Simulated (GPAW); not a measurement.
# Optical response of TiO2 (Rutile), part 2 of 2

Aim: the dielectric function of TiO2 (Rutile), and the optical constants that follow from it.

GPAW 26.7.0; DFT, PBE, plane-wave PAW (GPAW data sets), scalar-relativistic, RPA, optical limit.

So far. Step 2 (Ground state): There is a gap, 1.91 eV on this mesh (points off the mesh can give less), so no carriers' term is needed.

## Step 4: Dielectric function, RPA

Local fields let the induced charge screen the field inside the cell, which as a rule lowers ε, most along directions where the density is uneven.

This step: DFT, PBE, plane-wave PAW (GPAW data sets), scalar-relativistic, RPA, optical limit (GPAW 26.7.0).

df.py reads:

```python
from gpaw.response.df import DielectricFunction

df = DielectricFunction('full.gpw', frequencies={'type': 'nonlinear', 'domega0': 0.03, 'omega2': 8},
                        ecut=50,
                        eta=0.12,
                        nbands=59,
                        txt='df.txt')
for direction in ['x', 'z']:
    df.get_dielectric_function(xc='RPA', direction=direction, filename=f'df_{direction}.csv')
```

Started as:

```sh
> OMP_NUM_THREADS=1 python df.py
```

Numbers of over 12 decimals in the logs are rounded to 6 here.

What it wrote:

```text
Using integrator: PointIntegrator
NonLinearFrequencyDescriptor(from 0.000 to 90.926 eV, 532 points)
Nonperiodic BCs:  [False False False]
Using integrator: PointIntegrator
NonLinearFrequencyDescriptor(from 0.000 to 90.926 eV, 532 points)
Nonperiodic BCs:  [False False False]

Calculating chi0 body with:
    Ground state adapter containing:
    Number of spins: 1
    Number of kpoints: 360
    Number of irreducible kpoints: 78
    Number of completely occupied states: 24
    Number of partially occupied states: 24

    Linear response parametrization:
    q_c: [0.0, 0.0, 0.0]
    Number of frequency points: 532
    Planewave cutoff: 50.0
    Number of bands: 59
    Number of planewaves: 47
    Broadening (eta): 0.12

Integrating chi0 body.

Symmetries of q_c:
    Direct symmetries (Uq -> q): 8
    Indirect symmetries (TUq -> q): 0
In total 8 allowed symmetries.

78 groups of equivalent kpoints. 78.333333% reduction.

Integral kind: spectral function

Calculating chi0 optical extensions with:
    Ground state adapter containing:
    Number of spins: 1
    Number of kpoints: 360
    Number of irreducible kpoints: 78
    Number of completely occupied states: 24
    Number of partially occupied states: 24

    Linear response parametrization:
    Number of frequency points: 532
    Planewave cutoff: 50.0
    Number of bands: 59
    Number of planewaves: 47
    Broadening (eta): 0.12
Integrating chi0 head and wings.

Symmetries of q_c:
    Direct symmetries (Uq -> q): 8
    Indirect symmetries (TUq -> q): 0
In total 8 allowed symmetries.

78 groups of equivalent kpoints. 78.333333% reduction.

Integral kind: spectral function wings
```

Run time: 24 s. Hardware: 1 thread of Arm Neoverse V2, shared host; peak memory 0.29 GiB.

Numbers from this step:

- electronic dielectric constant ε∞, mean over x, y and z (by symmetry where fewer were run): 6.960

Sum at mesh points, not converged in k; values under the direct gap are tails of Lorentzian lines. Table of Im ε by photon energy; read off at these points:

```
photon energy (eV)   E ∥ x   E ∥ z
              0.00       0       0
              0.50  0.0338  0.0429
              1.00  0.0768  0.0976
              1.50   0.148   0.189
              2.00   0.328   0.408
              2.50    1.18    1.91
              3.00    7.32    8.36
              3.50    7.62    9.48
              3.81    7.27    10.9
              4.00    7.87    10.6
              4.50    7.72    7.30
              5.00    5.35    5.12
              5.50    3.72    3.73
              6.00    3.22    4.67
              6.50    3.68    4.78
              7.00    5.30    6.16
              7.44    5.47    12.0
              7.50    5.79    12.0
              7.61    6.02    11.2
              8.00    5.15    7.55
              8.50    3.57    5.31
              9.00    1.96    3.47
              9.50    1.89    2.72
             10.00    1.62    1.71
             10.50    1.35    1.04
             11.00    1.22   0.811
             11.50    1.23   0.597
             12.00    1.15   0.534
             12.50    1.09   0.675
             13.00    1.57   0.794
             13.17    1.71   0.853
             13.50    1.42   0.645
```

Sum at mesh points, not converged in k. Reflectivity at normal incidence against photon energy; read off at these points:

```
photon energy (eV)  E ∥ x (%)  E ∥ z (%)
              0.00       19.2       22.3
              0.50       19.4       22.5
              1.00       20.0       23.2
              1.50       21.1       24.4
              2.00       23.2       26.8
              2.50       27.5       31.8
              2.94       33.7       36.5
              3.00       33.2       35.4
              3.50       31.5       35.8
              4.00       31.8       38.4
              4.50       32.6       32.5
              5.00       28.4       26.3
              5.50       20.0       19.4
              6.00       16.7       22.6
              6.50       18.7       23.2
              7.00       25.0       27.5
              7.50       28.5       43.8
              8.00       33.4       44.1
              8.50       35.0       46.7
              8.77       38.7       50.1
              9.00       33.1       48.9
              9.50       23.1       53.2
              9.68       20.0       54.8
             10.00       20.5       52.1
             10.50       13.8       49.4
             11.00       11.3       45.4
             11.50       7.91       34.2
             12.00       6.89       15.7
             12.50       5.51       5.01
             13.00       8.52       5.64
             13.50       11.3       3.09
             13.60       11.5       3.12
```

The loss function −Im 1/ε at q → 0 has structure finer than the step of the table below, so its rows give means over 0.5 eV, whole bins alone (the curve runs from 0 to 14.0 eV). Peaks (eV: height): E ∥ x 5.37: 0.240, 11.18: 0.777, 13.69: 0.792; E ∥ z 11.94: 1.84.

Sum at mesh points, not converged in k; values under the direct gap are tails of Lorentzian lines. The loss function −Im 1/ε at q → 0 by energy loss; means over each step:

```
energy loss (eV)    E ∥ x    E ∥ z
             0.5   7.8e-4   6.9e-4
             1.0  0.00165  0.00147
             1.5  0.00281  0.00250
             2.0  0.00511  0.00431
             2.5   0.0125   0.0126
             3.0   0.0457   0.0399
             3.5   0.0747   0.0573
             4.0   0.0956   0.0900
             4.5    0.121    0.134
             5.0    0.184    0.182
             5.5    0.231    0.141
             6.0    0.204    0.128
             6.5    0.169    0.117
             7.0    0.149   0.0929
             7.5    0.169   0.0843
             8.0    0.196    0.121
             8.5    0.249    0.143
             9.0    0.423    0.182
             9.5    0.530    0.190
            10.0    0.608    0.251
            10.5    0.720    0.403
            11.0    0.746    0.603
            11.5    0.647     1.27
            12.0    0.618     1.71
            12.5    0.532    0.951
            13.0    0.453    0.830
            13.5    0.657    0.687
```

Sum at mesh points, not converged in k; values under the direct gap are tails of Lorentzian lines. Table of Im ε, E ∥ x by photon energy; read off at these points:

```
photon energy (eV)  without local fields  with local fields
              0.00                     0                  0
              0.50                0.0357             0.0338
              1.00                0.0813             0.0768
              1.50                 0.157              0.148
              2.00                 0.353              0.328
              2.50                  1.29               1.18
              3.00                  7.91               7.32
              3.50                  8.28               7.62
              3.94                  8.16               7.91
              4.00                  8.04               7.87
              4.50                  7.65               7.72
              5.00                  5.13               5.35
              5.50                  3.50               3.72
              6.00                  3.09               3.22
              6.50                  3.92               3.68
              7.00                  5.62               5.30
              7.50                  6.08               5.79
              7.61                  6.29               6.02
              8.00                  5.37               5.15
              8.50                  3.31               3.57
              9.00                  1.79               1.96
              9.50                  1.70               1.89
             10.00                  1.35               1.62
             10.50                  1.22               1.35
             11.00                  1.02               1.22
             11.50                  1.08               1.23
             12.00                  1.23               1.15
             12.50                  1.17               1.09
             13.00                  1.81               1.57
             13.08                  1.92               1.70
             13.50                  1.63               1.42
```

Optical constants at common wavelengths, from n + ik = √ε:

```
wavelength (nm)   n x    k x  R (%) x   1/α x   n z    k z  R (%) z   1/α z
           1550  2.59  0.011     19.7   11 µm  2.83  0.013     22.9  9.5 µm
           1064  2.64  0.018     20.3  4.7 µm  2.88  0.021     23.5  4.0 µm
            633  2.84  0.053     23.0  952 nm  3.12  0.061     26.5  832 nm
            450  3.45  0.475     31.1   75 nm  3.77  0.634     34.9   56 nm
            365  2.99  1.232     31.4   24 nm  3.33  1.334     35.1   22 nm
            308  2.57  1.516     31.7   16 nm  2.64  1.978     38.5   12 nm
            193  1.91  0.980     19.0   16 nm  2.24  1.043     22.7   15 nm
```

Below the direct gap, k and the depth come from the tails of the Lorentzian lines, not from transitions.

Rows near the edge hang on the gap, which this functional as a rule makes too small, and phonon-assisted absorption is left out.

## Step 5: Results

| Item | Value |
| --- | --- |
| electronic dielectric constant ε∞, mean over x, y and z (by symmetry where fewer were run) (RPA) | 6.96 |

**Reading.** At this level (PBE, RPA) TiO2 has a mean ε∞ = 6.96 and n = 2.59 at 1550 nm (E ∥ x). On the mesh the gap is 1.91 eV and the least direct gap 1.91 eV. Local fields change the static value along x from 6.75 to 6.54 (-3 %). The static values by axis are 6.54 (x), 7.79 (z). Excitons and phonon-assisted transitions are missing; PBE gaps are as a rule too small, which pulls the onset down and ε∞ up. In this version of GPAW the matrix elements of the optical limit are incomplete, which can lower ε − 1 by up to a tenth where first-row anions or d states rule, and shift it by more in d metals. The sum runs over mesh points 0.23 Å⁻¹ apart with no interpolation, so peaks are partly noise of the mesh and static values carry its error.

[Machine, clock and banner lines and Python warnings are left out of the logs.]

[Logs are printed without paths, hosts, clocks, repeated set-up lines and the standing remarks that a program may print on its own settings, such as how far it seeks lower states.]

[Hosts, paths, dates, database ids (printed as entryN), source tags and the programs' standing remarks are cut or masked in the printed files.]
